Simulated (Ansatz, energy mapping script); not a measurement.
## BaMnO2 in the infinite layer structure: exchange couplings from total energies

Wanted: the magnetic order of BaMnO2 in the infinite layer structure, its couplings and an estimate of its ordering temperature, by PBE+U (1.32 eV).

Calculated with Ansatz 0.2.0; PBE with U = 1.32 eV on Mn d, ortho-atomic projectors; plane waves, U on orthogonalised atomic orbitals unless named otherwise, collinear spin, no spin–orbit coupling.

### 1. The structure

It takes space group P4/mmm (No. 123, tetragonal). The conventional cell has a = 4.127 Å, b = 4.127 Å, c = 3.715 Å, α = 90.00°, β = 90.00°, γ = 90.00°. Ba has 8 O at 2.78 Å nearest. Nearest to Mn lie 4 O at 2.06 Å. Nearest to O lie 2 Mn at 2.06 Å and 4 Ba at 2.78 Å. infinite layer prototype, lattice guessed from radii. Farther neighbours and most contacts between anions are not listed.

This cell was built for the study (infinite layer prototype, lattice guessed from radii), not taken from an experiment; the compound need not form in this structure.

The cell was relaxed beforehand in Ansatz under PBEsol with U = 4 eV on Mn d, ortho-atomic projectors, from parallel moments.

The U corrects the self-interaction that lets semilocal functionals spread d and f electrons too far. Its value here is typed, not computed.

### 2. Which atoms carry moments

One run in the crystal's own cell, under PBE with U = 3.2 eV on Mn d, ortho-atomic projectors, shows which elements keep a moment. Transition or f elements with 0.3 μB or more enter the spin model; moments induced on other atoms do not.

File input.yaml:

```yaml
crystal:
  lattice:
    - [4.127187672, 0.0, 0.0]
    - [0.0, 4.127187672, 0.0]
    - [0.0, 0.0, 3.714721928]
  atoms:
    - { symbol: Ba, position: [0.5, 0.5, 0.5] }
    - { symbol: Mn, position: [0.0, 0.0, 0.0], spin: 4.5 }
    - { symbol: O, position: [0.5, 0.0, 0.0] }
    - { symbol: O, position: [0.0, 0.5, 0.0] }
magnetization:
  spin_polarized: true
kpoints:
  mp_grid: { grid: [6, 6, 7] }
hamiltonian:
  xc: pbe
  hubbard:
    sites: [{ species: Mn, l: d, u_eff: 3.2 }]
    projectors: ortho-atomic
scf:
  occupations: { method: fermi_dirac, width: 0.05 }
output:
  eigenvalues: true
```

Started as:

```console
$ ansatz run input.yaml --threads 4 --pin off --max-ram 8192MiB --backend cpu --events-out ev --progress --plain --runs-dir out
```

Numbers of over 12 decimals in the logs are rounded to 6 here.

The log of the run:

```text
Engine: ansatz 0.2.0, aarch64-unknown-linux-gnu
Pseudopotentials: kind: paw
Pseudopotential: Ba, paw, valence charge 10, recommended cutoff 420 eV (normal), Ba.paw.azcp
Pseudopotential: Mn, paw, valence charge 15, recommended cutoff 420 eV (normal), Mn.paw.azcp
Pseudopotential: O, paw, valence charge 6, recommended cutoff 420 eV (normal), O.paw.azcp
Functional definition: PBE
  parameter kappa = 0.804
  parameter beta = 0.066725
  exchange = pbe_x(kappa = kappa, mu = beta*pi^2/3)
  correlation = pbe_c(beta = beta)
Crystal: 4 atoms, lattice volume = 63.275 Å³
Basis set: ecut = 420 eV, 1229 PW (Γ)
Bands: 25, of which v1, the nominal top of the filled ones, is band 19 counted from 1 (18 counted from 0)
Symmetry: 16 space group operations
Space group: P4/mmm (ITA 123), of the structure as read, at distance tolerance 4.0e-5 Å
Magnetic group: BNS 123.339 (UNI 999), of the structure as read, at distance tolerance 4.0e-5 Å
k-points: 40 of 252
Non-local potential: Ba, projectors of the file, l = 0: 3, l = 1: 2, l = 2: 2, l = 3: 2
Non-local potential: Mn, projectors of the file, l = 0: 3, l = 1: 2, l = 2: 3, l = 3: 1
Non-local potential: O, projectors of the file, l = 0: 2, l = 1: 2, l = 2: 1
PAW form: soft (Blöchl's): semilocal exchange-correlation on the pseudo side does not see the compensation charge
PAW one-centre angular grid: Ba, 194 points (default); XC on 64 Gauss nodes
PAW one-centre angular grid: Mn, 590 points (default); XC on 64 Gauss nodes
PAW one-centre angular grid: O, 110 points (default); XC on 64 Gauss nodes
Initial density: superposition of atomic densities (chi_scale 0.1, normalization cell, long waves kept (reshape's long-wave potential 0.00 eV rms))
Starting moments: Σ|m| = 4.5 μB on 1 of 4 sites
Initial wavefunctions: pseudopotential atomic-orbital guess
Functional: x = pbe(κ = 0.804, μ = 0.219515), c = pbe(β = 0.066725)
SCF iter   1: F=—  HF=-10985.818189 eV  |F-HF|=—  |Δ(HF+E_count)|=         —  Δρ=5.73e-2 (↑5.73e-2 ↓5.65e-2)  dr2=6.67e0  dr2_m=7.12e-2  M=4.516 μB ∫|m|=4.583 μB  β_m=1.00  ethr=3.10e-3  ⟨swp⟩=9.0  Hψ=11017  notcnv=0
preconditioner: auto → Kerker (q_TF=auto, 2.495 Å⁻¹)  [metal: Δε(μ)=0.075 eV  Ē_g=10.971 eV  σ=0.050 eV  W_gap=0.32  n_scr=18 (ndim 8)  ℏωp=24.3 eV  f_vac=0.000  D(μ)=0.89/eV (n_scr^D=4)]
spin=Collinear: Kerker preconditioning applied to the charge; magnetization (m = ρ↑ − ρ↓) channel mixes plain (no charge-response kernel on spin).
SCF iter   2: F=—  HF=-10985.058782 eV  |F-HF|=—  |Δ(HF+E_count)|=   7.59e-1  Δρ=2.23e-2 (↑2.23e-2 ↓1.59e-2)  dr2=9.75e-1  dr2_m=3.68e-2  M=4.522 μB ∫|m|=4.652 μB  β_m=1.00  ethr=3.10e-3  ⟨swp⟩=3.4  Hψ=4762  notcnv=0  defer=97
[...]
SCF iter  11: F=—  HF=-10984.929981 eV  |F-HF|=—  |Δ(HF+E_count)|=   2.56e-5  Δρ=3.95e-5 (↑3.95e-5 ↓3.26e-5)  dr2=4.92e-6  dr2_m=1.93e-7  M=4.521 μB ∫|m|=4.665 μB  β_m=0.95  ethr=3.87e-7  ⟨swp⟩=2.0  Hψ=2698  notcnv=0  defer=99
SCF iter  12: F=—  HF=-10984.929981 eV  |F-HF|=—  |Δ(HF+E_count)|=   4.51e-7  Δρ=2.88e-5 (↑2.88e-5 ↓1.04e-5)  dr2=5.91e-7  dr2_m=6.48e-8  M=4.521 μB ∫|m|=4.665 μB  β_m=0.98  ethr=1.33e-8  ⟨swp⟩=2.0  Hψ=3294  notcnv=0  defer=101
iter 13 met the thresholds in force, and the SCF goes on: an eigenvalue changes by 1.02 meV, over its tolerance of 0.50 meV (output.eigenvalues, Limitations)
SCF iter  13: F=-10984.929981 eV  HF=-10984.929981 eV  |F-HF|=1.30e-8  |Δ(HF+E_count)|=   5.79e-8  Δρ=5.71e-6 (↑5.71e-6 ↓4.52e-6)  dr2=4.84e-8  dr2_m=1.28e-9  M=4.521 μB ∫|m|=4.665 μB  β_m=0.99  ethr=2.70e-10  ⟨swp⟩=7.3  Hψ=9356  notcnv=0
SCF iter  14: F=-10984.929981 eV  HF=-10984.929981 eV  |F-HF|=4.40e-10  |Δ(HF+E_count)|=   8.62e-9  Δρ=1.20e-6 (↑1.20e-6 ↓8.76e-7)  dr2=2.69e-9  dr2_m=4.87e-11  M=4.521 μB ∫|m|=4.665 μB  ethr=1.31e-10  ⟨swp⟩=1.5  Hψ=5068  notcnv=0
SCF 1 converged in 14 iterations: F = -10984.929981 eV  dr2 = 2.69e-9
[...]
SCF converged after 14 iterations
an eigenvalue changed by more than its tolerance at an iteration that met the thresholds in force, so the SCF went on 1 time: the last check found none over its tolerance
Magnetization: 4.5214 μB (20.7607 up, 16.2393 down)
Absolute magnetization: 4.6737 μB (∫|ρ↑−ρ↓|, with the PAW one-centre terms)
Spin contamination: 0.1107 ħ² per cell (⟨S²⟩ above its minimum at these occupations)
Per-site moments (μB) at R_I (Å): [(0.00531072, 1.145251), (3.815166, 0.851232), (0.014727, 0.851232), (0.014727, 0.851232)]
Free energy (F): -10984.929981 eV
Harris-Foulkes:  -10984.929981 eV  (|F-HF|=4.40e-10)
Internal energy: -10984.922586 eV  (E = F + TS)
E sigma→0 (E₀):  -10984.926284 eV
Entropy (-TS):   -0.007394 eV (-1.849 meV/atom)
Fermi energy:    11.027876 eV
--- Per-component energies (eV) ---
  E_band       = -295.726667
  E_kinetic    = 819.596210
  E_local      = -3402.913932  (includes V_loc(G=0)·N_el)
  E_nonlocal   = 404.091223
  E_hartree    = 1385.745959
  E_xc         = -429.273494
  E_vxc        = -469.314071  (∫ρ·V_xc dr)
  E_hubbard    = 0.922774  (on-site DFT+U / exact-exchange correction)
  E_vhub       = -6.667428  (the Hubbard potential's part of the band-sum identity)
  E_paw        = -6846.495866  (= ΣΔE_a)
  E_vpaw       = -412.017440  (= ΣTr[D̂ρ^β])
  E_aug_tail   = 0.004830  (compensation charges beyond the density's cutoff)
  E_ewald      = -2916.600291
  E_smearing   = -0.007394  (= −TS)
  E_closure    = 0.000000  (closes the sum)
  Σ components = -10984.929981   (vs F -10984.929981, Δ=0.00e0)
--- Band table (eV; the first three rows and the last of 80) ---
  k-point 0 ↑: bands = [... 15 lower, 7.1114, 8.1616, 8.4711, 8.5349, 9.1420, 9.1420, 11.2864, 14.5420, ... 2 higher]
  k-point 1 ↑: bands = [... 15 lower, 7.0036, 8.1225, 8.1610, 8.2805, 9.0284, 9.0284, 11.6047, 15.1364, ... 2 higher]
  k-point 2 ↑: bands = [... 15 lower, 6.7163, 7.4868, 7.7917, 8.1601, 8.8452, 8.8452, 12.3361, 16.3457, ... 2 higher]
  k-point 39 ↓: bands = [... 15 lower, 9.5326, 10.8642, 13.6629, 14.1898, 14.1898, 14.8510, 16.3251, 16.3251, ... 2 higher]
Occupation matrices written to <dir>
```

It took 4 s on 4 threads of Arm Neoverse V1, shared host; peak memory 0.44 GiB; 14 s of CPU time.

Spin moment in the sphere by atom:

| atom | spin moment in the sphere (μB) |
| --- | --- |
| Ba1 | 0.01 |
| Mn2 | 3.82 |
| O3 | 0.01 |
| O4 | 0.01 |

The run ends ferromagnetic; Mn carries the moments.

### 3. Seed run in the crystal's own cell

A corrected shell can settle in several orbital fillings. One parallel run, with an occupation width a fifth wider than the orders use, therefore is to supply the occupation matrices. All orders start from them.

input.yaml, the sections that differ from step 2:

```yaml
kpoints:
  mp_grid: { grid: [10, 10, 11] }
hamiltonian:
  xc: pbe
  hubbard:
    sites: [{ species: Mn, l: d, u_eff: 1.32 }]
    projectors: ortho-atomic
scf:
  occupations: { method: fermi_dirac, width: 0.06 }
# crystal, magnetization, output: as in step 2
```

The log of the run:

```text
[...]
Crystal: 4 atoms, lattice volume = 63.275 Å³
Basis set: ecut = 420 eV, 1229 PW (Γ)
Bands: 25, of which v1, the nominal top of the filled ones, is band 19 counted from 1 (18 counted from 0)
Symmetry: 16 space group operations
[...]
k-points: 126 of 1100
[...]
Starting moments: Σ|m| = 4.5 μB on 1 of 4 sites
[...]
SCF iter   1: F=—  HF=-10986.742305 eV  |F-HF|=—  |Δ(HF+E_count)|=         —  Δρ=8.01e-2 (↑5.73e-2 ↓8.01e-2)  dr2=9.97e0  dr2_m=2.28e-1  M=4.077 μB ∫|m|=4.206 μB  β_m=0.30  ethr=3.10e-3  ⟨swp⟩=8.9  Hψ=34836  notcnv=0
[...]
SCF iter  22: F=-10985.637355 eV  HF=-10985.637355 eV  |F-HF|=1.65e-9  |Δ(HF+E_count)|=   3.76e-9  Δρ=1.45e-6 (↑1.45e-6 ↓1.11e-6)  dr2=3.77e-9  dr2_m=3.58e-11  M=4.022 μB ∫|m|=4.237 μB  ethr=1.58e-10  ⟨swp⟩=1.3  Hψ=17115  notcnv=0
SCF 1 converged in 22 iterations: F = -10985.637355 eV  dr2 = 3.77e-9
[...]
SCF converged after 22 iterations
[...]
Magnetization: 4.0224 μB (20.5112 up, 16.4888 down)
Absolute magnetization: 4.2478 μB (∫|ρ↑−ρ↓|, with the PAW one-centre terms)
[...]
Per-site moments (μB) at R_I (Å): [(-0.000910281, 1.145251), (3.465568, 0.851232), (0.024256, 0.851232), (0.024256, 0.851232)]
Free energy (F): -10985.637355 eV
[...]
Internal energy: -10985.627199 eV  (E = F + TS)
E sigma→0 (E₀):  -10985.632277 eV
Entropy (-TS):   -0.010156 eV (-2.539 meV/atom)
Fermi energy:    10.769233 eV
[...]
--- Band table (eV; the first three rows and the last of 252) ---
  k-point 0 ↑: bands = [... 15 lower, 7.5098, 8.2857, 8.3190, 8.9038, 8.9038, 9.0790, 11.5979, 14.4478, ... 2 higher]
  k-point 1 ↑: bands = [... 15 lower, 7.4997, 8.2113, 8.2139, 8.8573, 8.8573, 9.0793, 11.7083, 14.7002, ... 2 higher]
  k-point 2 ↑: bands = [... 15 lower, 7.4765, 7.9537, 8.1050, 8.7487, 8.7487, 9.0800, 12.0122, 15.3889, ... 2 higher]
  k-point 125 ↓: bands = [... 15 lower, 9.3095, 10.7643, 12.5976, 13.3480, 13.3480, 13.8408, 15.6489, 16.1677, ... 2 higher]
Occupation matrices written to <dir>
```

Run time: 17 s. Hardware: 4 threads; peak memory 0.63 GiB; 59 s of CPU time.

Numbers from this step:

- final state: ferromagnetic
- electrons in the corrected shells: 5.422 e
- largest moment: 3.466 μB

### 4. Run 1 (parallel; cell A, 8 atoms)

Each cell gets its own parallel run on the same mesh, so that most of the mesh error cancels in the differences.

File input.yaml:

```yaml
crystal:
  lattice:
    - [4.127187672, 0.0, 0.0]
    - [0.0, 4.127187672, 3.714721928]
    - [0.0, -4.127187672, 3.714721928]
  atoms:
    - { symbol: Ba, position: [0.5, 0.5, 0.0] }
    - { symbol: Ba, position: [0.5, 0.0, 0.5] }
    - { symbol: Mn, position: [0.0, 0.0, 0.0], spin: 4.5 }
    - { symbol: Mn, position: [0.0, 0.5, 0.5], spin: 4.5 }
    - { symbol: O, position: [0.5, 0.0, 0.0] }
    - { symbol: O, position: [0.5, 0.5, 0.5] }
    - { symbol: O, position: [0.0, 0.25, 0.75] }
    - { symbol: O, position: [0.0, 0.75, 0.25] }
magnetization:
  spin_polarized: true
kpoints:
  mp_grid: { grid: [10, 7, 7] }
hamiltonian:
  xc: pbe
  hubbard:
    sites:
      - { species: Mn, l: d, u_eff: 1.32 }
      - { site: 2, l: d, u_eff: 1.32, starting_ns: [{ spin: up, occupation_matrix: mn2_major }, { spin: down, occupation_matrix: mn2_minor }] }
      - { site: 3, l: d, u_eff: 1.32, starting_ns: [{ spin: up, occupation_matrix: mn2_major }, { spin: down, occupation_matrix: mn2_minor }] }
    projectors: ortho-atomic
    occupation_matrices:
      mn2_major:
        matrix:
          - [0.936, 0.0, 0.0, 0.0, 0.0]
          - [0.0, 0.995, 0.0, 0.0, 0.0]
          - [0.0, 0.0, 0.995, 0.0, 0.0]
          - [0.0, 0.0, 0.0, 0.752, 0.0]
          - [0.0, 0.0, 0.0, 0.0, 0.997]
      mn2_minor:
        matrix:
          - [0.321, 0.0, 0.0, 0.0, 0.0]
          - [0.0, 0.062, 0.0, 0.0, 0.0]
          - [0.0, 0.0, 0.062, 0.0, 0.0]
          - [0.0, 0.0, 0.0, 0.203, 0.0]
          - [0.0, 0.0, 0.0, 0.0, 0.098]
scf:
  occupations: { method: fermi_dirac, width: 0.05 }
output:
  eigenvalues: true
  write_density: true
  write_potential: true
  elf: true
  volumetric_format: npy
```

The log of the run:

```text
[...]
Crystal: 8 atoms, lattice volume = 126.551 Å³
Basis set: ecut = 420 eV, 2477 PW (Γ)
Bands: 50, of which v1, the nominal top of the filled ones, is band 37 counted from 1 (36 counted from 0)
Symmetry: 16 space group operations
[...]
k-points: 96 of 490
[...]
Starting moments: Σ|m| = 9 μB on 2 of 8 sites
[...]
SCF iter   1: F=—  HF=-21973.706854 eV  |F-HF|=—  |Δ(HF+E_count)|=         —  Δρ=8.53e-2 (↑5.74e-2 ↓8.53e-2)  dr2=2.13e1  dr2_m=6.35e-1  M=7.972 μB ∫|m|=8.239 μB  β_m=0.30  ethr=3.10e-3  ⟨swp⟩=9.6  Hψ=44160  notcnv=0  defer=38
[...]
SCF iter  21: F=-21971.268742 eV  HF=-21971.268742 eV  |F-HF|=1.72e-8  |Δ(HF+E_count)|=   8.89e-8  Δρ=2.79e-6 (↑2.71e-6 ↓2.79e-6)  dr2=4.47e-8  dr2_m=7.65e-10  M=7.975 μB ∫|m|=8.432 μB  ethr=1.35e-10  ⟨swp⟩=10.3  Hψ=42587  notcnv=0
SCF 1 converged in 21 iterations: F = -21971.268742 eV  dr2 = 4.47e-8
[...]
SCF converged after 21 iterations
Magnetization: 7.9754 μB (40.9877 up, 33.0123 down)
Absolute magnetization: 8.4548 μB (∫|ρ↑−ρ↓|, with the PAW one-centre terms)
[...]
Per-site moments (μB) at R_I (Å): [(-0.00151246, 1.145251), (-0.00151246, 1.145251), (3.447496, 0.851232), (3.447496, 0.851232), (0.022572, 0.851232), (0.022572, 0.851232), (0.022341, 0.851232), (0.022341, 0.851232)]
Free energy (F): -21971.268742 eV
[...]
Internal energy: -21971.253655 eV  (E = F + TS)
E sigma→0 (E₀):  -21971.261199 eV
Entropy (-TS):   -0.015087 eV (-1.886 meV/atom)
Fermi energy:    10.770574 eV
[...]
--- Specified on-site occupations, and those of the state reported ---
  electrons in the specified blocks: 10.8420 specified, 10.8505 found
  site 3 (l=d) ↓: largest change of an orbital's occupation 0.0109; electrons 0.7460 specified, 0.7588 found; spectral distance 0.0110
[...]
site 3 (l=d) ↑: largest change of an orbital's occupation 0.0090; electrons 4.6750 specified, 4.6664 found; spectral distance 0.0090
[...]
--- Band table (eV; the first three rows and the last of 192) ---
  k-point 0 ↑: bands = [... 33 lower, 8.3774, 8.3872, 8.7115, 8.8936, 8.8948, 9.0837, 9.1253, 9.2058, ... 9 higher]
  k-point 1 ↑: bands = [... 33 lower, 8.3310, 8.3569, 8.6389, 8.6898, 8.9111, 9.0753, 9.1915, 9.3034, ... 9 higher]
  k-point 2 ↑: bands = [... 33 lower, 8.1748, 8.4416, 8.5629, 8.5836, 8.9541, 8.9582, 9.1509, 9.6045, ... 9 higher]
  k-point 95 ↓: bands = [... 33 lower, 11.7311, 12.3693, 13.2922, 13.3815, 13.4665, 13.5140, 13.5702, 13.5764, ... 9 higher]
Occupation matrices written to <dir>
```

The job ended after 49 s (4 threads; peak memory 1.2 GiB).

Spin moment in the sphere by atom:

| atom | spin moment in the sphere (μB) |
| --- | --- |
| Ba1 | 0.00 |
| Ba2 | 0.00 |
| Mn3 | 3.45 |
| Mn4 | 3.45 |
| O5 | 0.02 |
| O6 | 0.02 |
| O7 | 0.02 |
| O8 | 0.02 |

The run ends ferromagnetic.

Spin density in the ac plane at fractional y = 0.000, with atoms of Ba and Mn and O within 0.2 Å of it.

Ten even steps from '_' (-0.2 e/Å³) to '@' (6.9 e/Å³), each cell a mean:
```
##==..__________________..++
::..____________________....
____________________________
____________________________
____________________________
____________________________
____________________________
____________________________
____________________________
____________________________
____________________________
____________________________
____________________________
____________________________
____________________________
....______________________..
++--____________________..==
@@++..__________________::##
```
Columns run along a (4.1 Å), rows up along c (5.6 Å). Atoms in or near the plane, at fractional coordinates: Ba at (0.50, 0.50), Mn at (0.00, 0.00), O at (0.50, 0.00).

ELF in the ac plane at fractional y = 0.000, with atoms of Ba and Mn and O within 0.2 Å of it. It is the smooth field of the valence electrons, not physical close to the nuclei.

Ten even steps from '0' (0.01) to '9' (0.88), each cell a mean:
```
98316876883158
65215899973135
21102567641012
11000122110011
11001233210011
11014788873101
00048998997200
00269832599500
00289600289610
00279710389600
00159976898400
10026899984101
11002455531001
11000011100011
11001355431011
43114799862124
87315887883157
98416853784269
```
Columns run along a (4.1 Å), rows up along c (5.6 Å). Atoms in or near the plane, at fractional coordinates: Ba at (0.50, 0.50), Mn at (0.00, 0.00), O at (0.50, 0.00).

[end of part 1 of 3]

[Logs and program files are shortened in this print: banners, set-up blocks, solver, clock and traceback lines can be left out without a mark of their own.]

[Logs are printed without paths, hosts, clocks, repeated set-up lines and the standing remarks that a program may print on its own settings, such as how far it seeks lower states.]

[Hosts, paths, dates, database ids (printed as entryN), source tags and the programs' standing remarks are cut or masked in the printed files.]

[Where a cell is said to come from a database of computed structures, the database is the Materials Project.]
